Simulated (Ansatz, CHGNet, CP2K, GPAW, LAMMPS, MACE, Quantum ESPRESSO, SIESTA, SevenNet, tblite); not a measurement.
## Glassy 69SiO2-19Al2O3-6SrO-6Li2O (mol %) (106 atoms) in other programs, against a plane-wave reference

Aim: run glassy 69SiO2-19Al2O3-6SrO-6Li2O (mol %) (106 atoms) in several programs and set results and cost side by side. A plane-wave run serves as the reference.

Program: Ansatz 0.2.0. Level of theory: Kohn-Sham DFT, PBE, PAW, plane waves. Results are calculated unless marked as measured.

## Step 1: The starting structure

The cell holds 106 atoms: 22 Si, 12 Al, 2 Sr, 4 Li and 66 O. Its edges and angles: a = 11.659 Å, b = 11.659 Å, c = 11.659 Å, α = 90.0°, β = 90.0°, γ = 90.0°. 106 atoms (22 Si, 12 Al, 2 Sr, 4 Li, 66 O) placed at random at 2.31 g/cm³, melted at 4000 K for 10 ps at fixed volume with the Morse and Coulomb pair potential with partial charges (Pedone, Malavasi, Menziani, Cormack and Segre, J. Phys. Chem. B 110, 11780 (2006)). Quenched from 4000 K to 300 K at 50 K/ps and fixed volume, held 5 ps.

## Step 2: Plane-wave reference

The PAW files are the set soft_2.

input.yaml reads:

```yaml
crystal:
  lattice:
    - [11.6585, 0.0, 0.0]
    - [0.0, 11.6585, 0.0]
    - [0.0, 0.0, 11.6585]
  atoms:
    - { symbol: Si, position: [0.28986, 0.98696, 0.72095] }
    - { symbol: Si, position: [0.46497, 0.47897, 0.37632] }
    - { symbol: Si, position: [0.86756, 0.60227, 0.55702] }
    - { symbol: Si, position: [0.07645, 0.11462, 0.60846] }
    [... 96 atom lines left out ...]
    - { symbol: O, position: [0.16852, 0.63865, 0.97097] }
    - { symbol: O, position: [0.00209, 0.51659, 0.87577] }
    - { symbol: O, position: [0.42594, 0.02358, 0.70639] }
    - { symbol: O, position: [0.32831, 0.04575, 0.26829] }
    - { symbol: O, position: [0.88562, 0.82306, 0.04812] }
    - { symbol: O, position: [0.7359, 0.48776, 0.89022] }
kpoints:
  mp_grid: { grid: [1, 1, 1] }
hamiltonian:
  xc: pbe
scf:
  occupations: { method: fermi_dirac, width: 0.05 }
output:
  forces: true
  eigenvalues: true
  populations: true
  stress: true
```

The run is started by

```bash
> ansatz run input.yaml --threads 8 --pin off --max-ram 15872MiB --backend cpu --events-out ev --progress --plain --runs-dir out
```

Numbers of over 12 decimals in the logs are rounded to 6 here.

The program printed:

```text
[...]
Pseudopotentials: kind: paw
Pseudopotential: Si, paw, valence charge 4, recommended cutoff 420 eV (normal), Si.paw.azcp
Pseudopotential: Al, paw, valence charge 3, recommended cutoff 420 eV (normal), Al.paw.azcp
Pseudopotential: Sr, paw, valence charge 10, recommended cutoff 420 eV (normal), Sr.paw.azcp
Pseudopotential: Li, paw, valence charge 3, recommended cutoff 420 eV (normal), Li.paw.azcp
Pseudopotential: O, paw, valence charge 6, recommended cutoff 420 eV (normal), O.paw.azcp
[...]
Crystal: 106 atoms, lattice volume = 1584.631 Å³
Basis set: ecut = 420 eV, 31103 PW (Γ), exchange–correlation on 160×160×160 points (8 copies of the dense FFT grid, shifted against one another)
Bands: 382, of which v1, the nominal top of the filled ones, is band 276 counted from 1 (275 counted from 0)
Symmetry: 1 space group operations
Space group: P1 (ITA 1), of the structure as read, at distance tolerance 1.2e-4 Å
k-points: 1
[...]
Initial density: superposition of atomic densities (neutral atoms: chi_scale 0, normalization atom), corrected by the library's trained network
Initial wavefunctions: pseudopotential atomic-orbital guess
[...]
SCF iter   1: F=—  HF=-65915.279033 eV  |F-HF|=—  |Δ(HF+E_count)|=         —  Δρ=1.99e-3  dr2=8.49e-2  ethr=1.77e-3  ⟨swp⟩=7.0  Hψ=1998  notcnv=0  defer=42
preconditioner: auto → Resta (q_TF=auto, 2.289 Å⁻¹)  ε∞=3.0  [insulator: Δε(μ)=3.105 eV  Ē_g=15.410 eV  σ=0.050 eV  W_gap=1.00  n_scr=340 (ndim 8)  ℏωp=21.7 eV  f_vac=0.214  D(μ)=0.00/eV (n_scr^D=0)  ε∞_Penn≈3.0]
[...]
SCF iter   8: F=—  HF=-65915.289237 eV  |F-HF|=—  |Δ(HF+E_count)|=   1.81e-7  Δρ=7.14e-6  dr2=6.86e-7  ethr=3.55e-10  ⟨swp⟩=2.0  Hψ=552  notcnv=0  defer=100
SCF iter   9: F=-65915.289237 eV  HF=-65915.289237 eV  |F-HF|=4.38e-8  |Δ(HF+E_count)|=   1.98e-7  Δρ=1.67e-6  dr2=5.35e-8  ethr=1.81e-11  ⟨swp⟩=15.0  Hψ=2400  notcnv=0
SCF 1 converged in 9 iterations: F = -65915.289237 eV  dr2 = 5.35e-8
[...]
SCF converged after 9 iterations
Free energy (F): -65915.289237 eV
Harris-Foulkes:  -65915.289237 eV  (|F-HF|=4.38e-8)
Internal energy: -65915.289237 eV  (E = F + TS)
E sigma→0 (E₀):  -65915.289237 eV
Fermi energy:    4.412615 eV
--- Per-component energies (eV) ---
[...]
Σ components = -65915.289237   (vs F -65915.289237, Δ=0.00e0)
--- Forces (eV/Å), atoms counted from 1 ---
  atom   1  Si    -0.42389210    -0.80467077    -2.38878526
  atom   2  Si     1.58906366     0.82115559    -0.29060004
  atom   3  Si     0.12751815     0.53621124    -1.88557154
  atom   4  Si     1.08284457    -3.26151531    -1.34659021
[...]
atom 106  O     -0.44433571     0.26190267     1.07052490
  max |Σ_I F_I| component: 4.74e-5 eV/Å
--- Stress (GPa, compression-positive) ---
        2.854208       1.277366       1.135014
        1.277366      -0.315133      -0.352825
        1.135020      -0.352822       2.247693
  P = ⅓ Tr σ = 1.5956 GPa (15.956 kbar)
--- Band table (eV) ---
  k-point 0: bands = ["-43.0844", "-42.5464", "-41.7577", "-41.6638", [... 366 levels ...], "12.2271", "12.2470", "12.2731", "12.2989", "12.3358", "12.3699", "12.4020", "12.5536", "12.5892", "12.5925", "12.6173", "12.6825"]
--- Löwdin populations: 106 sites ---
  site symbol       q [e]
     0     Si      2.2987
     1     Si      2.2592
     2     Si      2.2768
[...]
105      O      6.8888
  spilling = 0.011961 (of n_electrons = 552.000000)
```

Wall time 11 s (8 threads of Arm Neoverse V2, shared host); peak memory 2 GiB; 83 s of CPU time.

In the SCF lines HF is the Harris–Foulkes energy and dr2 the Hartree energy of the density residual, in eV; the loop may stop once dr2 is under the threshold and the program's other checks hold. Hψ counts applications of the Hamiltonian.

Numbers from this run:

```yaml
free_energy: -65915.2892 eV
free_energy_per_atom: -621.8424 eV/atom
scf_cycles: 9
pressure: 1.596 GPa
r_m_s_force_component: 1.295 eV/Å
longest_force: 5.151 eV/Å
fermi_energy: 4.413 eV
spacing_of_highest_filled_and_lowest_empty_level: 2.915 eV
spilling_of_the_projection: 0.01196
```

Length of the force by element:

```
element  coordination  atoms  mean length of the force (eV/Å)  spread  least   most
     Al           all     12                             2.42   0.985   1.03   3.82
     Li           all      4                             0.31     0.1  0.209  0.472
      O           all     66                              1.8   0.981  0.350   5.15
     Si           all     22                             2.64   0.942  0.540   4.67
     Sr           all      2                            0.568  0.0907  0.477  0.658
```

Löwdin charges by element (they lack the spilled electrons, 0.062 e an atom on average):

```csv
element,coordination,atoms,mean charge (e),spread,least,most
Al,all,12,1.35,0.0481,1.26,1.44
Li,all,4,0.867,0.0165,0.853,0.893
O,all,66,-0.840,0.0512,-0.985,-0.767
Si,all,22,1.76,0.0307,1.70,1.82
Sr,all,2,1.87,0.0065,1.87,1.88
```

The levels nearest the highest filled one (over half full), pooled over k-points and spins:

```
level less the highest filled one (eV)  occupation
                                -0.902           2
                                -0.777           2
                                -0.502           2
                                -0.176           2
                               -0.0348           2
                                     0           2
                                  2.92           0
                                  3.80           0
                                  4.30           0
                                  4.36           0
                                  4.51           0
                                  4.57           0
```

The run ends at a pressure of 1.60 GPa, with forces up to 5.2 eV/Å.

## Step 3: Structure statistics

Density 2.31 g/cm³, 14.95 Å³ an atom.

g(r), total and by pair (bins of 0.2 Å):

```csv
r (Å),total,O-O,O-Si,O-Al,O-Li,O-Sr,Si-Si
1.50,1.32,0.00,4.95,0.32,0.00,0.00,0.00
1.70,3.58,0.00,9.50,7.99,0.00,0.00,0.00
1.90,0.68,0.00,0.00,3.95,2.52,0.00,0.00
2.10,0.10,0.00,0.00,0.00,2.20,0.00,0.00
2.30,0.07,0.00,0.00,0.00,1.39,0.00,0.00
2.50,0.94,2.19,0.00,0.00,0.41,1.50,0.00
2.70,1.72,4.03,0.00,0.21,0.64,2.65,0.00
2.90,0.88,1.56,0.00,0.18,0.28,1.70,0.00
3.10,0.98,0.90,0.22,0.50,1.48,0.51,3.80
3.30,0.80,0.56,0.32,0.44,1.28,1.75,3.43
3.50,0.84,0.45,1.12,1.30,1.00,0.81,0.00
3.70,0.80,0.51,1.39,1.29,0.35,0.34,0.00
3.90,1.06,0.53,1.75,1.31,1.25,1.92,0.33
4.10,1.19,0.69,2.17,1.71,0.88,0.29,0.61
4.30,1.23,0.82,1.60,1.73,1.02,1.29,1.69
4.50,0.99,0.94,1.03,1.02,1.65,0.70,0.78
4.70,0.94,1.25,0.67,0.54,0.98,1.28,0.94
4.90,1.01,1.33,0.67,0.70,0.98,1.78,1.28
5.10,1.07,1.47,0.58,0.80,0.92,1.29,1.40
5.30,1.04,1.48,0.77,0.51,0.78,1.19,1.22
5.50,0.90,0.91,0.82,0.76,0.95,0.79,1.04
5.70,0.96,0.88,1.07,1.01,1.02,0.58,0.80
```

Bonds by pair of elements; cutoffs follow the first minimum of g(r), held within bounds set by covalent radii, and pairs that aren't listed don't count as bonded:

```
pair A-B  cutoff (Å)  bonds  mean length (Å)  spread (Å)  shortest (Å)  B about A  A about B
    O-Si        2.12     88             1.63       0.054          1.52       1.33          4
    O-Al        2.33     48             1.77       0.073          1.60      0.727          4
    O-Li        2.58     12             2.11       0.152          1.94      0.182          3
    O-Sr        3.12     10             2.75       0.182          2.48      0.152          5
```

The cutoff for O-Sr falls short of the minimum of g(r), so counts run low and odd coordinations can be artefacts.

How many atoms have how many bonded neighbours:

```
element  mean   2   3   4  6
     Al     4   0   0  12  0
     Li     3   1   2   1  0
      O  2.39  40  26   0  0
     Si     4   0   0  22  0
     Sr     5   0   0   1  1
```

Oxygen atoms by the number of network formers (Si, P, Ge, B, Al, As, Ga) bound to them:

```csv
network formers bound to O,O atoms,per cent
0,0,0
1,0,0
2,62,93.9
3,4,6.1
```

Network units: each former by its oxygen neighbours and how many of them bridge to another former:

```
former  O neighbours  bridging O  atoms
    Si             4           4     22
    Al             4           4     12
```

Rings of the network by King's shortest-path rule, up to 12 atoms, one path for each pair of neighbours; H, halogens, alkali and alkaline-earth atoms are left out, and the last column divides by all other atoms, bonded or not:

```csv
ring size (atoms),rings,per network atom
4,1,0.01
6,2,0.02
8,11,0.11
10,17,0.17
12,19,0.19
```

## Step 4: The other programs

The programs:
- CHGNet: machine-learned potential, published weights.
- CP2K 2026.2: Gaussian basis with GTH pseudopotentials and a plane-wave density; labels give functional, basis (MOLOPT sets; SR short-range, UZH the newer set with its own potentials), grid cutoff/relative cutoff and solver (OT: orbital transformation; TRS4, TC2, SIGN: linear-scaling purification with its sparsity filter), or its built-in tight binding.
- GPAW 26.7.0: PAW with atomic orbitals (LCAO), plane waves or a real-space grid of spacing h.
- MACE: machine-learned potential, published weights.
- Quantum ESPRESSO 7.5: plane waves; labels (QE) give functional, pseudopotential set and cutoffs of waves/density.
- SIESTA 5.4.2: numerical atomic orbitals, whose automatically made sets are far from complete, with PseudoDojo norm-conserving potentials that we converted to its format (checked against plane waves on the same files for H, C, O, Si, Ge and Ca alone); labels give functional, basis size, energy shift and mesh cutoff.
- SevenNet: machine-learned potential, published weights.
- tblite 0.8.0: extended tight binding, driven from Python.

All use the same cell and atoms; the electronic-structure runs use the same k-mesh, and an electronic temperature of 580 K (0.05 eV) where levels are smeared.

Differences are against the plane-wave reference, forces as r.m.s. over components; share is that over the reference's r.m.s. force, slope the least-squares factor from reference forces to these. Total energies of different programs have different zeros and aren't compared.

```csv
run,"Δ force, r.m.s. (meV/Å)",share (%),slope,Δ pressure (GPa),Δ gap (eV),cores,CPU time,memory (GiB)
reference,-,-,-,-,-,8,83 s,2.0
CHGNet r2SCAN potential,303,23.4,0.819,-3.77,-,1,3.6 s,1.3
"CP2K LDA, DZVP-MOLOPT-SR, 600/50 Ry, OT DIIS",182,14.0,0.918,-6.01,-0.202,4,7.8 min,3.6
"CP2K PBE, DZVP-MOLOPT-SR, 420/50 Ry, OT DIIS (coarse)",115,8.85,0.998,0.154,-0.0827,4,7.3 min,2.7
"CP2K PBE, DZVP-MOLOPT-SR, 600/50 Ry, OT DIIS",82.7,6.39,0.997,0.120,-0.0784,4,9.5 min,3.8
"CP2K PBE, DZVP-MOLOPT-SR, 600/50 Ry, diagonalisation",82.7,6.39,0.997,0.120,-0.0782,4,5.7 min,5.6
"CP2K PBE, SZV-MOLOPT-SR, 600/50 Ry, OT DIIS (coarse)",942,72.8,1.363,16.7,-0.951,2,5.8 min,2.2
"CP2K PBE, SZV-MOLOPT-SR, 600/50 Ry, TRS4 filter 1e-03, SCF 1e-04 (coarse)",953,73.6,1.367,17.6,-,2,55 s,2.1
"CP2K PBE, SZV-MOLOPT-SR, 600/50 Ry, TRS4 filter 1e-04, SCF 1e-05 (coarse)",946,73.1,1.363,16.9,-,2,72 s,2.1
"CP2K PBE, SZV-MOLOPT-SR, 600/50 Ry, TRS4 filter 1e-06, SCF 1e-06 (coarse)",948,73.2,1.366,16.8,-,2,77 s,2.1
"GPAW PBE, LCAO dzp, h 0.18 Å",311,24.0,1.157,-,-0.121,2,3.2 min,2.3
"GPAW PBE, LCAO dzp, h 0.28 Å (coarse)",2036,157,1.221,-,-0.145,1,73 s,0.75
MACE MP-0b2 small potential,119,9.17,0.980,0.161,-,1,5.8 s,0.67
"QE PBE, sssp-1.3.0-efficiency, 20/160 Ry (coarse)",327,25.2,1.180,-149,-0.483,2,3.2 min,1.1
"QE PBE, sssp-1.3.0-efficiency, 60/480 Ry",40.1,3.10,1.024,0.263,1.0e-4,4,19 min,5.3
"SIESTA PBE, DZ, shift 0.01 Ry, mesh 500 Ry (coarse)",802,61.9,1.339,11.7,-0.125,2,2.8 min,1.8
"SIESTA PBE, DZP, shift 0.01 Ry, mesh 500 Ry",335,25.9,1.163,4.57,-0.0134,4,6.9 min,3.2
"SIESTA PBE, DZP, shift 0.01 Ry, mesh 700 Ry",335,25.9,1.163,4.58,-0.0134,4,11 min,4.8
"SIESTA PBE, DZP, shift 0.04 Ry, mesh 500 Ry (coarse)",331,25.5,1.115,-3.11,-0.195,2,3.2 min,1.9
SevenNet l3i5 potential,60.7,4.69,0.998,-0.0056,-,1,9.2 s,1.6
tblite IPEA1-xTB,583,45.0,0.780,-1.80,-,1,6.9 s,0.15
```

Rows marked coarse were listed beforehand as settings not expected to be converged; some can still land near the reference.

Times of the machine-learned potentials are mostly Python's start and the loading of weights.

CPU time is summed over cores on a shared host, where runs went side by side, so it is rough. Symmetry, cutoffs, thresholds, outputs and thread counts weren't matched or tuned between programs; memory under MPI is the largest rank's times the ranks.

Left out of the table, since they converged to an unphysical state: CP2K GFN1-xTB, OT DIIS (forces off by up to 25 eV/Å).

Runs without a result: tblite GFN2-xTB (not converged, the SCF not settling).

Mean charges by element (e), by run and scheme:

```csv
run,scheme,Si,Al,Sr,Li,O
reference,Löwdin,+1.76,+1.35,+1.87,+0.87,-0.84
"CP2K LDA, DZVP-MOLOPT-SR, 600/50 Ry, OT DIIS",Mulliken,+0.61,+0.94,+1.28,+0.66,-0.45
"CP2K PBE, DZVP-MOLOPT-SR, 420/50 Ry, OT DIIS",Mulliken,+0.80,+1.14,+1.36,+0.70,-0.56
"CP2K PBE, DZVP-MOLOPT-SR, 600/50 Ry, OT DIIS",Mulliken,+0.80,+1.14,+1.36,+0.70,-0.56
"CP2K PBE, DZVP-MOLOPT-SR, 600/50 Ry, diagonalisation",Mulliken,+0.80,+1.14,+1.36,+0.70,-0.56
"SIESTA PBE, DZP, shift 0.01 Ry, mesh 500 Ry",Hirshfeld,+0.43,+0.39,+0.71,+0.21,-0.25
"SIESTA PBE, DZP, shift 0.01 Ry, mesh 700 Ry",Hirshfeld,+0.43,+0.39,+0.71,+0.21,-0.25
tblite IPEA1-xTB,Mulliken,+0.41,+0.35,+0.74,+0.55,-0.26
```

The reference's Löwdin charges lack the electrons that the projection spills, 0.062 e an atom on average.

Within one program, basis, potentials and functional, energies share a zero. Each run against its twin at the usual cutoff or grid and solver:

```
                                                             run                                twin  Δ energy (meV/atom)  Δ force, r.m.s. (meV/Å)         CPU time over the twin's
                    CP2K PBE, DZVP-MOLOPT-SR, 420/50 Ry, OT DIIS  DZVP-MOLOPT-SR, 600/50 Ry, OT DIIS               -0.611                     84.9                             0.77
            CP2K PBE, DZVP-MOLOPT-SR, 600/50 Ry, diagonalisation  DZVP-MOLOPT-SR, 600/50 Ry, OT DIIS                    0                    0.074                             0.60
CP2K PBE, SZV-MOLOPT-SR, 600/50 Ry, TRS4 filter 1e-03, SCF 1e-04   SZV-MOLOPT-SR, 600/50 Ry, OT DIIS                 34.8                     54.6                             0.16
CP2K PBE, SZV-MOLOPT-SR, 600/50 Ry, TRS4 filter 1e-04, SCF 1e-05   SZV-MOLOPT-SR, 600/50 Ry, OT DIIS                 6.18                     23.5                             0.21
CP2K PBE, SZV-MOLOPT-SR, 600/50 Ry, TRS4 filter 1e-06, SCF 1e-06   SZV-MOLOPT-SR, 600/50 Ry, OT DIIS               0.0191                     10.2                             0.22
                                    GPAW PBE, LCAO dzp, h 0.28 Å                  LCAO dzp, h 0.18 Å                  804                     2014  0.38 (this twin ran on 2 cores)
                        QE PBE, sssp-1.3.0-efficiency, 20/160 Ry    sssp-1.3.0-efficiency, 60/480 Ry                 5343                      302  0.17 (this twin ran on 4 cores)
                     SIESTA PBE, DZP, shift 0.01 Ry, mesh 700 Ry     DZP, shift 0.01 Ry, mesh 500 Ry               -0.181                     1.56                              1.6
```

## Step 5: Outcome

* reference r.m.s. force component: 1.29 eV/Å
* nearest in forces: QE PBE, sssp-1.3.0-efficiency, 60/480 Ry, 3.1 %
* farthest in forces: GPAW PBE, LCAO dzp, h 0.28 Å (coarse), 157 %
* cheapest electronic-structure run beside the reference: tblite IPEA1-xTB, 6.9 s of CPU time

What this shows: PBE on plane waves or a grid with other potentials, cutoffs or grids, coarse settings apart, differs from the reference by 3.1 % (QE PBE, sssp-1.3.0-efficiency, 60/480 Ry) of the r.m.s. force; this holds the reference's own error, so differences of a few per cent don't tell which side is nearer the exact PBE result (QE's 60 Ry are 816 eV, against the reference's 420 eV). The PBE runs in local orbitals, coarse settings apart, differ by 6.4 % (CP2K PBE, DZVP-MOLOPT-SR, 600/50 Ry, diagonalisation) to 26 % (SIESTA PBE, DZP, shift 0.01 Ry, mesh 700 Ry); basis, grid and potentials can all enter. Tight binding differs by 45 % (tblite IPEA1-xTB); it is another model, with fitted parameters of its own, and the xTB methods hold dispersion. Machine-learned potentials differ by 4.7 % (SevenNet l3i5 potential) to 23 % (CHGNet r2SCAN potential); they were trained on other programs' data, some at another functional. Rows with another functional or a dispersion term differ by 14 % (CP2K LDA, DZVP-MOLOPT-SR, 600/50 Ry, OT DIIS), which mixes the change of model with differences of basis and potentials. IPEA1-xTB was fitted to ionisation energies and electron affinities, not to forces or charges. Runs with settings chosen to be coarse differ by 8.9 % (CP2K PBE, DZVP-MOLOPT-SR, 420/50 Ry, OT DIIS) to 157 % (GPAW PBE, LCAO dzp, h 0.28 Å), their programs' other errors included. One electronic-structure run takes under half the reference's CPU time: tblite IPEA1-xTB, at 45 % in 6.9 s against 83 s; its pressure misses by -1.8 GPa. QE PBE, sssp-1.3.0-efficiency, 20/160 Ry stiffens the forces by a factor of 1.18 while following their directions (correlation 0.989); the slopes of the 2 Quantum ESPRESSO runs lie between 1.02 and 1.18. At the same functional, gaps differ from the reference's 2.92 eV by between -0.95 and +0.00 eV. In pressure, QE PBE, sssp-1.3.0-efficiency, 20/160 Ry misses by -148.8 GPa, at the same functional; a cutoff this low leaves a large Pulay stress. Charges hang on model, scheme and program or settings: among these rows the mean for Si runs from +0.41 to +1.76 e. With TRS4, tightening the sparsity filter from 1e-03 to 1e-06, and the SCF threshold with it, takes the force difference from the cubic solver from 55 to 10 meV/Å, and the CPU time from 0.16 to 0.22 times the cubic solver's. In the reference: filled and empty levels are parted by 2.92 eV (at Γ alone); a semilocal functional tends to put such gaps too low. In a disordered cell it changes from sample to sample, and tail or defect levels can set it. In the reference: mean Löwdin charges: Al +1.35, Li +0.87, O -0.84, Si +1.76, Sr +1.87 e (they miss 1.2 % of the electrons, so they add up to more than the cell's charge). Periodic xTB results under one method name differ between programs and library versions. The potentials hold different valence shells: 552 electrons in the reference, 544 in GPAW; this bears on time and differences. Machine-learned potentials mimic data converged in k, so the reference's own k-point error enters their differences. The quench rate of 50 K/ps is many orders above laboratory rates, so the cell is likely richer in defects and strain than a real sample. The network of bonds at the start is that of the classical potential that made the cell, and needn't be the one that DFT or experiment would give. The reference's stress is far from hydrostatic: its diagonal is 2.9, -0.3, 2.2 GPa, compression counted positive. The electronic-structure runs sample only Γ, in a cell whose shortest periodic width is 12 Å.

[Also dropped from logs without a mark: logging warnings of Python, and SIESTA's first energy breakdown and zero terms.]

[Logs are printed without paths, hosts, clocks, repeated set-up lines and the standing remarks that a program may print on its own settings, such as how far it seeks lower states.]

[Hosts, paths, dates, database ids (printed as entryN), source tags and the programs' standing remarks are cut or masked in the printed files.]
